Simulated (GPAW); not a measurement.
# 2H-VSSe monolayer in an electric field, part 2 of 3

Wanted: the out-of-plane polarisability of 2H-VSSe monolayer.

GPAW 26.7.0; GPAW, PAW setups; layer in a repeated cell with vacuum, relaxation of atoms and in-plane cell (the session's first sound run).

So far, dipole along the normal (e·Å): step 2 (relaxation) -0.0292; step 3 (plane waves, PBE) -0.0220; step 4 (In a field) -0.0759.

**5. Field on**

Level of this step: GPAW, PAW setups; slab in vacuum (GPAW).

run.py reads:

```python
import json
import numpy as np
from ase import Atoms
from gpaw import GPAW, PW
from gpaw.external import ConstantElectricField

slab = Atoms(
    ['Se', 'V', 'S'],
    positions=[
        [0.00000, 1.88488, 9.00000],
        [-0.00000, -0.00000, 10.66197],
        [0.00000, 1.88488, 12.08839]],
    cell=[[3.2647, 0.0, 0.0], [-1.63235, 2.82731, 0.0], [0.0, 0.0, 21.0884]],
    pbc=[True, True, False],
    magmoms=[0.0, 1.0, 0.0])

slab.calc = GPAW(mode=PW(400), xc='PBE', kpts={'size': (12, 12, 1), 'gamma': True},
                 occupations={'name': 'fermi-dirac', 'width': 0.05}, nbands='160%',
                 convergence={'density': 1e-05}, maxiter=200,
                 poissonsolver={'dipolelayer': 'xy'},
                 external=ConstantElectricField(-0.1, [0, 0, 1]),
                 symmetry={'tolerance': 1e-3}, txt='slab.txt')
result = {}
energy = slab.get_potential_energy()
fermi = slab.calc.get_fermi_level()
v = slab.calc.get_electrostatic_potential().mean((0, 1)) - fermi
n = slab.calc.get_pseudo_density().mean((0, 1))
L = slab.cell[2, 2]
z = np.arange(len(v)) * L / len(v)
low, high = slab.positions[:, 2].min(), slab.positions[:, 2].max()
below, above = np.interp([low - 6.8, high + 6.8], z, v)
slopes = [np.interp(x, z, np.gradient(v, z)) for x in (low - 6.8, high + 6.8)]
eps = np.array([[slab.calc.get_eigenvalues(k, s) for k in range(len(slab.calc.get_ibz_k_points()))]
                for s in range(slab.calc.get_number_of_spins())]) - fermi
top, bottom = eps[eps < 0].max(), eps[eps > 0].min()
dipole = slab.get_dipole_moment()[2]
print(f'energy {energy:.4f} eV, Fermi level {fermi:.4f} eV, dipole {dipole:.5f} e A')
print(f'potential 6.8 A off the faces, from the Fermi level: lower {below:.4f} eV, upper {above:.4f} eV')
print(f'slope of the potential there: lower {slopes[0]:.5f}, upper {slopes[1]:.5f} eV/A')
print(f'nearest levels on the mesh: {top:.4f} and {bottom:.4f} eV')
print('magnetic moment', round(slab.get_magnetic_moment(), 3))
result.update(energy=energy, fermi=fermi, dipole=dipole, below=below, above=above, slopes=slopes, edges=[top, bottom],
              z=z.tolist(), v=v.tolist(), n=n.tolist(), positions=slab.positions.tolist(),
              forces=slab.get_forces(apply_constraint=False).tolist(), moments=slab.get_magnetic_moments().tolist())
json.dump(result, open('result.json', 'w'))
```

Started as:

```bash
$ OMP_NUM_THREADS=1 OPENBLAS_NUM_THREADS=1 python run.py
```

What it wrote:

```text
energy -18.4411 eV, Fermi level -2.0741 eV, dipole -0.04895 e A
potential 6.8 A off the faces, from the Fermi level: lower 5.1097 eV, upper 6.0693 eV
slope of the potential there: lower -0.00000, upper 0.00000 eV/A
nearest levels on the mesh: -0.0237 and 0.0182 eV
magnetic moment 0.952
```

It took 4.2 min on 1 thread of Arm Neoverse V1, shared host; peak memory 0.44 GiB.

Numbers from this step:

- dipole along the normal: -0.04895 e·Å
- levels nearest the Fermi level on the mesh: -0.02369, 0.01815 eV from the Fermi level
- site moments: -0.05268, 0.8737, -0.01653 μB
- sum of the site moments: 0.8045 μB
- potential below the slab, the applied field's own ramp left out: 5.110 eV from the Fermi level
- potential above the slab, the applied field's own ramp left out: 6.069 eV from the Fermi level

The electrostatic potential energy of an electron (without an applied field's), less the Fermi level, planar mean by z:

```
z (Å)  electrostatic potential energy of an electron (without an applied field's), less the Fermi level, planar mean (eV)
  0.0                                                                                                                5.59
  0.5                                                                                                                5.11
  1.0                                                                                                                5.11
  1.5                                                                                                                5.11
  2.0                                                                                                                5.11
  2.5                                                                                                                5.11
  3.0                                                                                                                5.11
  3.5                                                                                                                5.11
  4.0                                                                                                                5.11
  4.5                                                                                                                5.11
  5.0                                                                                                                5.11
  5.5                                                                                                                5.11
  6.0                                                                                                                5.10
  6.5                                                                                                                5.08
  7.0                                                                                                                4.97
  7.5                                                                                                                4.49
  8.0                                                                                                                2.30
  8.5                                                                                                               -6.44
  9.0                                                                                                               -20.7
  9.5                                                                                                               -8.05
 10.0                                                                                                               -4.60
 10.5                                                                                                               -12.7
 11.0                                                                                                               -9.90
 11.5                                                                                                               -5.85
 12.0                                                                                                               -16.6
 12.5                                                                                                               -6.06
 13.0                                                                                                                3.26
 13.5                                                                                                                5.48
 14.0                                                                                                                5.95
 14.5                                                                                                                6.04
 15.0                                                                                                                6.06
 15.5                                                                                                                6.07
 16.0                                                                                                                6.07
 16.5                                                                                                                6.07
 17.0                                                                                                                6.07
 17.5                                                                                                                6.07
 18.0                                                                                                                6.07
 18.5                                                                                                                6.07
 19.0                                                                                                                6.07
 19.5                                                                                                                6.07
 20.0                                                                                                                6.07
 20.5                                                                                                                6.07
```

The dipole is now -0.0490 e Å, against -0.022 in the run without a field.

**6. In a field**

Edit run.py of step 5 so:

```diff
@@ -20,3 +20,3 @@
                  poissonsolver={'dipolelayer': 'xy'},
-                 external=ConstantElectricField(-0.1, [0, 0, 1]),
+                 external=ConstantElectricField(-0.05, [0, 0, 1]),
                  symmetry={'tolerance': 1e-3}, txt='slab.txt')
```

What it wrote:

```text
energy -18.4389 eV, Fermi level -2.0747 eV, dipole -0.03550 e A
potential 6.8 A off the faces, from the Fermi level: lower 5.2428 eV, upper 5.9387 eV
slope of the potential there: lower -0.00000, upper 0.00000 eV/A
nearest levels on the mesh: -0.0217 and 0.0203 eV
magnetic moment 0.95
```

Run time: 4.2 min. Hardware: 1 thread; peak memory 0.44 GiB.

Electrostatic potential energy of an electron (without an applied field's), less the Fermi level, planar mean against z:

z (Å), electrostatic potential energy of an electron (without an applied field's), less the Fermi level, planar mean (eV) and a bar from the least value:
```
      0.0        5.6 ##############################
      0.5        5.2 #############################
      1.0        5.2 #############################
      1.5        5.2 #############################
      2.0        5.2 #############################
      2.5        5.2 #############################
      3.0        5.2 #############################
      3.5        5.2 #############################
      4.0        5.2 #############################
      4.5        5.2 #############################
      5.0        5.2 #############################
      5.5        5.2 #############################
      6.0        5.2 #############################
      6.5        5.2 #############################
      7.0        5.1 #############################
      7.5        4.6 #############################
      8.0        2.4 ##########################
      8.5       -6.3 ################
      9.0      -20.6 
      9.5       -8.0 ##############
     10.0       -4.6 ##################
     10.5      -12.7 #########
     11.0       -9.9 ############
     11.5       -5.9 #################
     12.0      -16.7 ####
     12.5       -6.2 ################
     13.0        3.1 ###########################
     13.5        5.4 #############################
     14.0        5.8 ##############################
     14.5        5.9 ##############################
     15.0        5.9 ##############################
     15.5        5.9 ##############################
     16.0        5.9 ##############################
     16.5        5.9 ##############################
     17.0        5.9 ##############################
     17.5        5.9 ##############################
     18.0        5.9 ##############################
     18.5        5.9 ##############################
     19.0        5.9 ##############################
     19.5        5.9 ##############################
     20.0        5.9 ##############################
     20.5        5.9 ##############################
```

**7. Field on**

Edit run.py of step 6 so:

```diff
@@ -20,3 +20,3 @@
                  poissonsolver={'dipolelayer': 'xy'},
-                 external=ConstantElectricField(-0.05, [0, 0, 1]),
+                 external=ConstantElectricField(0.05, [0, 0, 1]),
                  symmetry={'tolerance': 1e-3}, txt='slab.txt')
```

What it wrote:

```text
energy -18.4366 eV, Fermi level -2.0764 eV, dipole -0.00857 e A
potential 6.8 A off the faces, from the Fermi level: lower 5.5102 eV, upper 5.6783 eV
slope of the potential there: lower -0.00000, upper 0.00000 eV/A
nearest levels on the mesh: -0.0176 and 0.0246 eV
magnetic moment 0.948
```

The job ended after 4.1 min (1 thread; peak memory 0.44 GiB).

Table of electrostatic potential energy of an electron (without an applied field's), less the Fermi level, planar mean by z:

```
z (Å)  electrostatic potential energy of an electron (without an applied field's), less the Fermi level, planar mean (eV)
  0.0                                                                                                                5.59
  0.5                                                                                                                5.51
  1.0                                                                                                                5.51
  1.5                                                                                                                5.51
  2.0                                                                                                                5.51
  2.5                                                                                                                5.51
  3.0                                                                                                                5.51
  3.5                                                                                                                5.51
  4.0                                                                                                                5.51
  4.5                                                                                                                5.51
  5.0                                                                                                                5.51
  5.5                                                                                                                5.51
  6.0                                                                                                                5.50
  6.5                                                                                                                5.48
  7.0                                                                                                                5.36
  7.5                                                                                                                4.87
  8.0                                                                                                                2.64
  8.5                                                                                                               -6.15
  9.0                                                                                                               -20.5
  9.5                                                                                                               -7.90
 10.0                                                                                                               -4.53
 10.5                                                                                                               -12.7
 11.0                                                                                                               -9.96
 11.5                                                                                                               -6.00
 12.0                                                                                                               -16.8
 12.5                                                                                                               -6.35
 13.0                                                                                                                2.92
 13.5                                                                                                                5.11
 14.0                                                                                                                5.56
 14.5                                                                                                                5.65
 15.0                                                                                                                5.67
 15.5                                                                                                                5.68
 16.0                                                                                                                5.68
 16.5                                                                                                                5.68
 17.0                                                                                                                5.68
 17.5                                                                                                                5.68
 18.0                                                                                                                5.68
 18.5                                                                                                                5.68
 19.0                                                                                                                5.68
 19.5                                                                                                                5.68
 20.0                                                                                                                5.68
 20.5                                                                                                                5.68
```

**8. In a field**

Edit run.py of step 7 so:

```diff
@@ -20,3 +20,3 @@
                  poissonsolver={'dipolelayer': 'xy'},
-                 external=ConstantElectricField(0.05, [0, 0, 1]),
+                 external=ConstantElectricField(0.1, [0, 0, 1]),
                  symmetry={'tolerance': 1e-3}, txt='slab.txt')
```

What it wrote:

```text
energy -18.4365 eV, Fermi level -2.0775 eV, dipole 0.00489 e A
potential 6.8 A off the faces, from the Fermi level: lower 5.6444 eV, upper 5.5485 eV
slope of the potential there: lower -0.00000, upper 0.00000 eV/A
nearest levels on the mesh: -0.0155 and 0.0268 eV
magnetic moment 0.947
```

The job ended after 4.2 min (1 thread; peak memory 0.44 GiB).

The dipole is now 0.00489 e Å, against -0.022 in the run without a field.

(Part 2 of 3 ends here.)

[Logs are printed without paths, hosts, clocks, repeated set-up lines and the standing remarks that a program may print on its own settings, such as how far it seeks lower states.]

[Hosts, paths, dates, database ids (printed as entryN), source tags and the programs' standing remarks are cut or masked in the printed files.]
